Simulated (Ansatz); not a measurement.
# SrO (Fm-3m): lattice thermal conductivity

Wanted: κ(T), lifetimes and mean free paths for SrO.

What experiment has found for this phase:
- thermal conductivity 12 W/m/K near room temperature (given in “Combining the AFLOW GIBBS and Elastic Libraries to efficiently and robustly screen thermo-mechanical properties of solids”, 2017, arXiv:1611.05714)
- thermal conductivity 12 W/m/K near room temperature (given in “Predicting the lattice thermal conductivity of solids by solving the Boltzmann transport equation: AFLOW - AAPL an automated, accurate and efficient framework”, 2017, arXiv:1611.05481)

Program: Ansatz 0.2.0. Level of theory: DFT r2SCAN, scalar-relativistic, plane waves, PAW; PAW set soft_1. Results are calculated unless marked as measured.

Most raw output is cut from this account.

The database entry behind the starting cell differs from later determinations by our own check (about 0.5 % short), so it need not match the best structure at ambient conditions.

## 1. The structure

It takes space group Fm-3m (No. 225, cubic). Conventional cell: a = 5.133 Å, b = 5.133 Å, c = 5.133 Å, α = 90.00°, β = 90.00°, γ = 90.00°. Nearest to Sr lie 6 O at 2.57 Å. Nearest to O lie 6 Sr at 2.57 Å. Farther neighbours and most contacts between anions are not listed.

## 2. Probe on a coarse mesh

A cheap single point shows whether the cell is a metal or an insulator and how far it is from rest; that sets the k-mesh and the occupations of what follows.

input.yaml reads:

```yaml
crystal:
  lattice:
    - [0.0, 2.5663, 2.5663]
    - [2.5663, 0.0, 2.5663]
    - [2.5663, 2.5663, 0.0]
  atoms:
    - { symbol: Sr, position: [0.5, 0.5, 0.5] }
    - { symbol: O, position: [0.0, 0.0, 0.0] }
kpoints:
  mp_grid: { grid: [6, 6, 6] }
hamiltonian:
  xc: r2scan
  pseudopotentials: { kind: paw, azcp: { folder: soft_1 } }
scf:
  occupations: { method: gaussian, width: 0.1 }
  lower_state_search: "off"
output:
  forces: true
  stress: true
  eigenvalues: true
```

Started as:

```bash
ansatz run input.yaml --threads 18 --pin off --max-ram 92160MiB --backend cuda --events-out ev --progress --plain --runs-dir out --max-vram 78GiB
```

The job ended after 0.85 s (1 × NVIDIA GB200 with 18 threads of Arm Neoverse V2, shared host; peak memory 1 GiB; 1.6 s of CPU time).

A gap read on the k-mesh alone can miss the band edges.

This step gave:

* pressure: 1.564 GPa
* gap on the k-mesh: 3.792 eV
* volume per atom: 16.90 Å³/atom

The start is under 1.6 GPa at this level and looks like an insulator or semiconductor on this mesh.

## 3. Finding the static equilibrium

The vibrations must be taken about the equilibrium of this functional, not about the starting cell, so the structure is relaxed.

input.yaml, the sections that differ from step 2:

```yaml
kpoints:
  mp_grid: { grid: [8, 8, 8] }
scf:
  occupations: { method: gaussian, width: 0.02 }
  lower_state_search: "off"
relax:
  adjacent_minimum: "off"
  f_tol: 0.005
  max_steps: 80
  cell: { stress_tol: 0.05 }
# crystal, hamiltonian, output: as in step 2
```

Wall time 2.6 s (1 × NVIDIA GB200 with 18 threads); peak memory 1.1 GiB.

Relaxation path:

```
step  energy less that of the first step (eV)  largest force component (eV/Å)  pressure (GPa)  volume (Å³)
   1                                   0.0000                          0.0000            1.56        33.80
   2                                   0.0002                          0.0000           -1.45        34.91
   3                                  -0.0025                          0.0000           -0.04        34.37
  4*                                  -0.0026                          0.0000           -0.05        34.37
```

Relaxation steps marked * repeat the geometry before them on a plane-wave basis chosen anew for their cell, so energy and pressure can jump there.

Forces are held to the 48 operations that the run works with; a distortion that breaks them can't arise in this run.

```
conventional cell, symmetrised  before  after  change
                         a (Å)   5.133  5.161  +0.6 %
                         b (Å)   5.133  5.161  +0.6 %
                         c (Å)   5.133  5.161  +0.6 %
              volume (Å³/atom)   16.90  17.18  +1.7 %
```

Final coordinates:

```xyz
2
Lattice="0.0000 2.5805 2.5805 2.5805 0.0000 2.5805 2.5805 2.5805 0.0000" Properties=species:S:1:pos:R:3 pbc="T T T"
Sr    2.5805    2.5805    2.5805
O     0.0000    0.0000    0.0000
```

This step gave:

```yaml
pressure: -0.04519 GPa
gap_on_the_k_mesh: 3.799 eV
volume_per_atom: 17.18 Å³/atom
```

The relaxation ends with a pressure of -0.05 GPa.

## 4. Tight relaxation

The thresholds are tightened for a last relaxation ahead of the phonons, and where mesh or smearing change with them the cell follows.

input.yaml, the sections that differ from step 3:

```yaml
crystal:
  lattice:
    - [0.0, 2.5805339751, 2.5805339751]
    - [2.5805339751, 0.0, 2.5805339751]
    - [2.5805339751, 2.5805339751, 0.0]
  atoms:
    - { symbol: Sr, position: [0.5, 0.5, 0.5] }
    - { symbol: O, position: [0.0, 0.0, 0.0] }
kpoints:
  mp_grid: { grid: [9, 9, 9] }
scf:
  occupations: { method: fixed }
  lower_state_search: "off"
relax:
  adjacent_minimum: "off"
  f_tol: 0.001
  max_steps: 60
  cell: { stress_tol: 0.01 }
# hamiltonian, output: as in step 3
```

The job ended after 2.5 s (1 × NVIDIA GB200 with 18 threads; peak memory 1 GiB).

Little changed from the start: no atom moved by 0.005 Å and no cell edge by 0.1 %.

This step gave:

| Property | Result |
| --- | --- |
| pressure | 2.98e-4 GPa |
| gap on the k-mesh | 3.857 eV |

The residual pressure is 3.0e-4 GPa, small enough for phonons.

## 5. A faulty attempt

This input was changed on purpose, to see how the program answers.

input.yaml reads:

```yaml
crystal:
  lattice:
    - [0.0, 2.5801148537, 2.5801148537]
    - [2.5801148537, 0.0, 2.5801148537]
    - [2.5801148537, 2.5801148537, 0.0]
  atoms:
    - { symbol: Sr, position: [0.5, 0.5, 0.5] }
    - { symbol: O, position: [0.0, 0.0, 0.0] }
kpoints:
  mp_grid: { grid: [8, 8, 8] }
hamiltonian:
  xc: r2scan
  pseudopotentials: { kind: paw, azcp: { folder: soft_1 } }
scf:
  occupations: { method: fixed }
  lower_state_search: "off"
  max_iter: 100
output:
  eigenvalues: true
phonons:
  supercell: [2, 2, 2]
  dielectric: false
  third_order: { supercell: [2, 2, 2], pair_cutoff: 2.73 }
  lattice_thermal_conductivity:
    qmesh: [11, 11, 11]
    temperatures: [300]
    isotope_mass_variance:
      - { species: O, variance: -0.0001 }
      - { species: Sr, variance: -0.0001 }
```

Elapsed: 0.03 s, on 18 threads; peak memory 0.035 GiB.

The input was rejected at the start.

The program's message: “Error: 2 input errors — fix all and re-run
  1. invalid value for `phonons.lattice_thermal_conductivity.isotope_mass_variance[].variance`: must be finite and ≥ 0; got -0.0001
  2. invalid value for `p …”

The fault put into the input: a negative mass variance.

## 6. Anharmonic force constants and conductivity

Pairs of atoms inside the cutoff are displaced in a supercell, the forces give the cubic constants, and these give the three-phonon rates of the Boltzmann equation.

input.yaml, the sections that differ from step 5:

```yaml
kpoints:
  mp_grid: { grid: [6, 6, 6] }
scf:
  occupations: { method: fixed }
  lower_state_search: "off"
phonons:
  method: fd
  dielectric: true
  qmesh: [6, 6, 6]
  temperatures: { t_max: 1000, t_step: 50 }
  qpath:
    path:
      - [[0.0, 0.0, 0.0], [0.5, 0.0, 0.5], [0.5, 0.25, 0.75], [0.375, 0.375, 0.75], [0.0, 0.0, 0.0], [0.5, 0.5, 0.5], [0.625, 0.25, 0.625], [0.5, 0.25, 0.75], [0.5, 0.5, 0.5], [0.375, 0.375, 0.75]]
      - [[0.625, 0.25, 0.625], [0.5, 0.0, 0.5]]
    npoints: 10
  third_order: { supercell: [3, 3, 3], pair_cutoff: 4.619 }
  lattice_thermal_conductivity:
    qmesh: [21, 21, 21]
    temperatures: [100.0, 150.0, 200.0, 300.0, 400.0, 500.0, 600.0, 800.0]
    isotope_mass_variance:
      - { species: O, variance: 3.359e-05 }
      - { species: Sr, variance: 6.1e-05 }
# crystal, hamiltonian, output: as in step 5
```

Elapsed: 11 min, on 1 × NVIDIA GB200 with 18 threads; peak memory 1.8 GiB; 21 min of CPU time.

Numbers from this step:

```
Γ frequencies                              : 0, 0, 0, 213.9, 213.9, 213.9 cm⁻¹ (negative: imaginary)
lowest frequency on the path               : 0 cm⁻¹
zero-point energy                          : 0.08287 eV/cell
point group                                : m-3m
highest frequency                          : 470.4 cm⁻¹
Debye temperature from the second moment   : 454 K
κ at 300 K (relaxation time)               : 15.08 W/m/K
κ at 300 K (full solution)                 : 15.3 W/m/K
dipole term                                : run
mean free path at half of κ                : 113 nm
share of κ above the three lowest branches : 0.048
third-order blocks                         : 686
periodic aliases dropped                   : 168
largest relative sum-rule correction       : 0.2262
displaced cells, third order               : 65
```

LO-TO term included. The phonon branches at the labelled points (cm⁻¹):

```csv
point,branch 1,branch 2,branch 3,branch 4,branch 5,branch 6
Γ,0,0,0,214,214,470
halfway,92,92,156,234,234,413
X,125,125,190,242,242,318
halfway,137,141,184,256,287,309
W,147,167,167,286,286,321
halfway,134,166,175,268,297,325
K,123,168,178,260,301,328
halfway,91,109,166,245,262,437
Γ,0,0,0,214,214,470
halfway,81,81,152,247,247,456
L,107,107,230,276,276,433
halfway,114,135,211,271,283,399
U,123,168,178,260,301,328
halfway,134,166,175,268,297,325
W,147,167,167,286,286,321
halfway,118,140,206,272,282,389
L,107,107,230,276,276,433
halfway,114,135,211,271,283,399
K,123,168,178,260,301,328
jump to U,123,168,178,260,301,328
halfway,126,140,187,248,272,313
X,125,125,190,242,242,318
```

W/m/K. Kappa, by row:

```csv
T (K),RTA xx,RTA yy,RTA zz,full xx,full yy,full zz,coherence part xx,coherence part yy,coherence part zz,ending,iterations,least Ritz value
100,61.86,61.86,61.86,63.76,63.76,63.76,0.02858,0.02858,0.02858,converged,7,0.654
150,34.15,34.15,34.15,34.85,34.85,34.85,0.05298,0.05298,0.05298,converged,7,0.679
200,23.81,23.81,23.81,24.21,24.21,24.21,0.07274,0.07274,0.07274,converged,7,0.689
300,15.08,15.08,15.08,15.3,15.3,15.3,0.102,0.102,0.102,converged,7,0.695
400,11.15,11.15,11.15,11.3,11.3,11.3,0.124,0.124,0.124,converged,7,0.697
500,8.884,8.884,8.884,9.003,9.003,9.003,0.1418,0.1418,0.1418,converged,7,0.698
600,7.408,7.408,7.408,7.506,7.506,7.506,0.157,0.157,0.157,converged,7,0.699
800,5.595,5.595,5.595,5.668,5.668,5.668,0.1815,0.1815,0.1815,converged,7,0.699
```

Table of lattice thermal conductivity by temperature:

| temperature (K) | RTA xx (W/m/K) | full xx (W/m/K) |
| --- | --- | --- |
| 100 | 61.9 | 63.8 |
| 150 | 34.1 | 34.9 |
| 200 | 23.8 | 24.2 |
| 300 | 15.1 | 15.3 |
| 400 | 11.2 | 11.3 |
| 500 | 8.88 | 9.00 |
| 600 | 7.41 | 7.51 |
| 800 | 5.59 | 5.67 |

The modes has structure finer than the step of the table below, so its rows give means over 20 cm⁻¹, whole bins alone (the curve runs from -10 to 494 cm⁻¹). Peaks (cm⁻¹: height): O 271.9: 0.0566, 427.1: 0.00903; Sr 119.9: 0.04, 186.4: 0.0338.

Phonopy on the run's constants, 19x19x19 mesh, Gaussian sigma 3.6 cm⁻¹. The modes by wavenumber; means over each step; values in 1/cm⁻¹/cell:

```csv
wavenumber (cm⁻¹),O,Sr
0,3.2e-6,1.8e-5
20,3.8e-5,2.2e-4
40,1.6e-4,0.00105
60,3.5e-4,0.00301
80,5.3e-4,0.00733
100,6.9e-4,0.0221
120,7.3e-4,0.0374
140,4.3e-4,0.0212
160,3.9e-4,0.0129
180,7.7e-4,0.0215
200,3.9e-4,0.0142
220,0.00346,0.00489
240,0.0175,0.00124
260,0.0367,7.0e-4
280,0.0356,1.7e-4
300,0.00477,2.8e-5
320,0.00406,6.6e-5
340,0.00503,7.7e-5
360,0.00590,1.1e-4
380,0.00674,1.6e-4
400,0.00765,2.6e-4
420,0.00863,4.2e-4
440,0.00642,5.6e-4
460,0.00294,4.2e-4
480,1.4e-4,2.4e-5
```

Distinct triplets, nearest first. Third order norms, by row:

```csv
sites,side 1 (Å),side 2 (Å),side 3 (Å),norm of the 27 components (eV/Å³)
Sr-Sr-Sr,0,0,0,0
O-O-O,0,0,0,0
Sr-Sr-O,0,2.58,2.58,11.22
Sr-O-O,0,2.58,2.58,10.04
Sr-Sr-O,2.58,2.58,3.65,0.433
Sr-O-O,2.58,2.58,3.65,0.63
Sr-Sr-Sr,0,3.65,3.65,2.595
Sr-Sr-Sr,3.65,3.65,3.65,0.1
O-O-O,0,3.65,3.65,1.078
O-O-O,3.65,3.65,3.65,0.121
Sr-Sr-O,2.58,3.65,4.47,0.171
Sr-O-O,2.58,3.65,4.47,0.145
Sr-O-O,0,4.47,4.47,0.56
Sr-O-Sr,0,4.47,4.47,0.716
```

Born charge (rows field, columns displacement) (e), principal values of the symmetric part by kind of site:

| atom | atoms with these values | low | middle | high | mean |
| --- | --- | --- | --- | --- | --- |
| Sr1 | 1 | 2.41 | 2.41 | 2.41 | 2.41 |
| O2 | 1 | -2.41 | -2.41 | -2.41 | -2.41 |

In full for Sr1:

```
2.41 0.00 0.00
0.00 2.41 0.00
0.00 0.00 2.41
```

RTA, 300 K. Kappa by branch, by row:

| branch (by rank) | mean frequency (THz) | mean rms speed (km/s) | median lifetime (ps) | share of kappa |
| --- | --- | --- | --- | --- |
| 1 | 3.29 | 1.33 | 2.75 | 0.293 |
| 2 | 3.76 | 2.11 | 3.1 | 0.323 |
| 3 | 5.46 | 2.02 | 2.08 | 0.335 |
| 4 | 7.72 | 1.2 | 0.85 | 0.011 |
| 5 | 8.09 | 1.49 | 0.668 | 0.016 |
| 6 | 11.76 | 3.06 | 0.38 | 0.022 |

Spectral kappa at 300 K against frequency; read off at these points; values in W/m/K/THz:

```csv
frequency (THz),relaxation time (W/m/K/THz),full solution (W/m/K/THz)
0.25,0,0
0.75,8.41,8.47
1.75,3.70,3.75
2.25,2.18,2.20
2.75,2.24,2.29
3.75,1.99,2.13
4.25,0.985,1.09
4.75,0.568,0.622
5.75,0.634,0.546
6.25,0.381,0.346
6.75,0.124,0.118
7.75,0.299,0.276
8.25,0.204,0.193
8.75,0.0796,0.0725
9.75,0.105,0.110
10.25,0.109,0.0934
10.75,0.0559,0.0302
11.75,0.0636,0.0670
12.25,0.0926,0.102
12.75,0.0897,0.105
13.75,0.0123,0.0179
14.25,1.9e-4,3.4e-4
```

Relaxation-time solution. The share of κ carried by shorter paths by mean free path:

```
mean free path (nm)  100 K  300 K  800 K
              0.316      0      0  0.011
              0.464      0  0.001  0.029
              0.681      0  0.005  0.051
                  1      0  0.013  0.074
               1.47      0  0.031  0.108
               2.15  0.001  0.047  0.163
               3.16  0.002  0.071  0.209
               4.64  0.005  0.112  0.255
               6.81   0.01   0.16  0.293
                 10  0.014  0.208  0.341
               14.7  0.026  0.256  0.384
               21.5  0.057  0.293   0.44
               31.6  0.099  0.336  0.485
               46.4  0.142  0.391  0.529
               68.1   0.19   0.44  0.569
                100  0.229  0.477  0.616
                147  0.282   0.54  0.655
                215  0.332  0.589  0.715
                316  0.388  0.612  0.738
                464   0.44   0.69  0.785
                681    0.5  0.728  0.785
               1000   0.54  0.736  0.866
               1470  0.597  0.783      1
               2150  0.692  0.837      1
               3160  0.732      1      1
               4640  0.732      1      1
               6810  0.778      1      1
              10000  0.859      1      1
              14700      1      1      1
```

300 K; a sample spread over frequency. Mode lifetimes, by row, the first 40 of 90 rows:

| q1 | q2 | q3 | branch | frequency (THz) | rms speed (km/s) | three-phonon rate (1/ps) | isotope rate (1/ps) | lifetime (ps) | mean free path (nm) |
| --- | --- | --- | --- | --- | --- | --- | --- | --- | --- |
| 0 | 0 | 0.0476 | 1 | 0.561 | 3.47 | 0.0159 | 2.02e-7 | 63.1 | 219 |
| 0 | 0.0476 | -0.0476 | 3 | 1.515 | 5.65 | 0.014 | 2.32e-5 | 71.3 | 403 |
| 0 | 0.0952 | 0.1905 | 1 | 1.917 | 2.67 | 0.0522 | 7.45e-5 | 19.1 | 51.1 |
| 0.0476 | 0.1429 | 0.2381 | 2 | 2.242 | 2.82 | 0.0777 | 1.68e-4 | 12.8 | 36.2 |
| 0 | 0.0476 | -0.2381 | 1 | 2.476 | 1.78 | 0.344 | 3.10e-4 | 2.9 | 5.18 |
| 0 | 0 | 0.2857 | 1 | 2.648 | 1.61 | 0.443 | 4.72e-4 | 2.25 | 3.62 |
| 0.0952 | 0.2381 | 0.3333 | 1 | 2.8 | 1.95 | 0.282 | 6.70e-4 | 3.54 | 6.9 |
| 0 | 0.0952 | -0.0952 | 3 | 2.916 | 5.03 | 0.137 | 8.14e-4 | 7.28 | 36.6 |
| 0 | 0.2857 | 0.2857 | 2 | 3.011 | 1.76 | 0.0557 | 0.00111 | 17.6 | 30.9 |
| 0 | 0.1429 | 0.1429 | 3 | 3.092 | 4.76 | 0.476 | 0.00133 | 2.09 | 9.97 |
| 0 | 0.1905 | 0.381 | 1 | 3.159 | 1.38 | 0.194 | 0.00185 | 5.12 | 7.07 |
| 0.0476 | 0.1429 | 0.1905 | 3 | 3.222 | 4.67 | 0.306 | 0.00227 | 3.25 | 15.2 |
| 0.0952 | 0.1905 | 0.381 | 2 | 3.267 | 2.51 | 0.133 | 0.00261 | 7.36 | 18.5 |
| 0.0952 | 0.2857 | 0.4286 | 1 | 3.316 | 1.63 | 0.295 | 0.00276 | 3.36 | 5.46 |
| 0 | 0.2381 | -0.3333 | 1 | 3.374 | 0.88 | 0.448 | 0.00297 | 2.22 | 1.94 |
| 0 | 0.3333 | 0.381 | 1 | 3.428 | 1.19 | 0.0762 | 0.00287 | 12.6 | 15.1 |
| 0.1429 | 0.3333 | 0.4762 | 1 | 3.495 | 1.63 | 0.345 | 0.00317 | 2.87 | 4.67 |
| 0.0476 | 0.3333 | -0.2857 | 1 | 3.531 | 0.99 | 0.454 | 0.00326 | 2.19 | 2.18 |
| 0.0952 | 0.2381 | 0.4286 | 2 | 3.602 | 2.27 | 0.185 | 0.00336 | 5.31 | 12.1 |
| 0 | 0.1905 | -0.2381 | 2 | 3.639 | 2.66 | 0.121 | 0.00341 | 8.04 | 21.3 |
| 0.0952 | 0.381 | 0.4762 | 1 | 3.686 | 1.35 | 0.23 | 0.00361 | 4.29 | 5.8 |
| 0 | 0.3333 | 0.4286 | 2 | 3.754 | 1.91 | 0.132 | 0.00399 | 7.37 | 14.1 |
| 0.0476 | 0.4286 | -0.381 | 1 | 3.801 | 0.87 | 0.29 | 0.00362 | 3.4 | 2.97 |
| 0.0952 | 0.381 | -0.381 | 1 | 3.866 | 1.39 | 0.397 | 0.00302 | 2.5 | 3.47 |
| 0.0952 | 0.4286 | -0.4286 | 1 | 3.944 | 1.53 | 0.29 | 0.00279 | 3.42 | 5.21 |
| 0 | 0.4286 | -0.4762 | 2 | 4.022 | 1.92 | 0.155 | 0.00252 | 6.36 | 12.2 |
| 0.0952 | 0.2381 | -0.3333 | 2 | 4.126 | 2.19 | 0.503 | 0.00244 | 1.98 | 4.33 |
| 0.0952 | 0.4286 | -0.4286 | 2 | 4.245 | 2.16 | 0.287 | 0.00226 | 3.46 | 7.47 |
| 0.1429 | 0.4762 | -0.381 | 2 | 4.329 | 1.65 | 0.303 | 0.00214 | 3.28 | 5.43 |
| 0.0476 | 0.2857 | -0.4286 | 2 | 4.459 | 2.13 | 0.756 | 0.00215 | 1.32 | 2.81 |
| 0.1429 | 0.381 | -0.381 | 2 | 4.628 | 1.62 | 0.664 | 0.00218 | 1.5 | 2.43 |
| 0 | 0.2857 | -0.3333 | 2 | 4.772 | 2.02 | 0.796 | 0.00213 | 1.25 | 2.54 |
| 0.0952 | 0.4286 | -0.3333 | 2 | 4.924 | 2.35 | 0.629 | 0.00199 | 1.58 | 3.73 |
| 0.1429 | 0.4286 | -0.2857 | 2 | 5.117 | 1.35 | 0.76 | 0.00115 | 1.31 | 1.78 |
| 0 | 0.0952 | 0.3333 | 3 | 5.327 | 3.75 | 0.381 | 0.00251 | 2.61 | 9.77 |
| 0.1905 | 0.4286 | -0.381 | 3 | 5.443 | 0.96 | 0.521 | 0.00461 | 1.9 | 1.82 |
| 0.1429 | 0.3333 | 0.4762 | 3 | 5.508 | 0.86 | 0.666 | 0.00611 | 1.49 | 1.28 |
| 0.0952 | 0.2857 | -0.1905 | 3 | 5.553 | 1.24 | 0.545 | 0.01 | 1.8 | 2.24 |
| 0.0952 | 0.2857 | 0.4762 | 3 | 5.599 | 1.33 | 0.548 | 0.00968 | 1.79 | 2.39 |
| 0.0952 | 0.3333 | -0.2857 | 3 | 5.655 | 1.38 | 0.521 | 0.00708 | 1.89 | 2.61 |

Without the LO-TO term. Gamma linewidths, by row:

```
branch  frequency (cm⁻¹)  three-phonon rate (1/ps)  isotope rate (1/ps)  FWHM (cm⁻¹)
     4             213.9                     0.676              2.81e-4         3.59
     5             213.9                     0.676              2.81e-4         3.59
     6             213.9                     0.676              2.81e-4         3.59
```

W/m/K, third of the trace; RTA populations with a boundary rate v/L added to each mode (Matthiessen's rule). Kappa by grain size, by row:

```
T (K)   bulk  10 nm  30 nm  100 nm  300 nm  1000 nm  10000 nm  100000 nm
  100  61.84  4.371  8.897   16.15   24.25    33.86        51      59.98
  300  14.98  3.437  5.191   7.269   9.183     11.2     14.08      14.87
  600  7.251  2.289  3.183   4.184   5.076    5.982     7.023      7.226
```

W/m/K, third of the trace; RTA populations with the isotope rates scaled. Kappa by mass disorder, by row:

| T (K) | no isotopes | as typed | variance x 3 | variance x 10 | variance x 30 |
| --- | --- | --- | --- | --- | --- |
| 100 | 63.13 | 61.84 | 59.68 | 54.48 | 46.24 |
| 300 | 15.05 | 14.98 | 14.85 | 14.45 | 13.57 |
| 600 | 7.266 | 7.251 | 7.221 | 7.122 | 6.878 |

At 300 K the relaxation-time value is 15.1 W/(m K).

## 7. Results

| Property | Result |
| --- | --- |
| highest frequency | 470.4 cm⁻¹ |
| Debye temperature from the second moment | 454 K |
| κ at 300 K (relaxation time) | 15.08 W/m/K |
| κ at 300 K (full solution) | 15.3 W/m/K |
| mean free path at half of κ | 113 nm |
| share of κ above the three lowest branches | 0.048 |

The lattice of SrO conducts 15.3 W/(m K) at 300 K by r2SCAN (mean over directions, full solution). The full solution lies +1 % from the relaxation-time value at 300 K, so the relaxation-time approximation serves here. Above 300 K the relaxation-time κ falls as T^-1.01, near the 1/T law of three-phonon scattering. Grains of 100 nm would keep 49 % of the bulk value at 300 K, and grains of 1 µm 75 %. Removing the natural isotope disorder raises κ at 300 K by 0 %. A measured thermal conductivity near room temperature is 12 W/m/K (arXiv:1611.05714); the calculated 15.3 W/m/K differs by +28 %. Four-phonon, defect and boundary scattering, which are left out, would lower the calculated value; thermal expansion is left out too. The sum rules changed one orbit of cubic constants by up to 23 %; by the manual a large change points to a short cutoff or, on a small and distant orbit, to noisy forces. The conductivities include the coherence part between close branches; the shares for grains, isotopes, branches and paths are of the relaxation-time populations alone. Cubic couplings among atoms farther apart than the pair cutoff are dropped, and neither the cutoff nor the q-mesh was shown to be converged here. The PAW files were made for PBE and are used here under another functional, for which the program regenerates the frozen cores.

[Logs are printed without paths, hosts, clocks, repeated set-up lines and the standing remarks that a program may print on its own settings, such as how far it seeks lower states.]

[Hosts, paths, dates, database ids (printed as entryN), source tags and the programs' standing remarks are cut or masked in the printed files.]

[A step with changed settings may run another functional than the one named; its input shows which.]
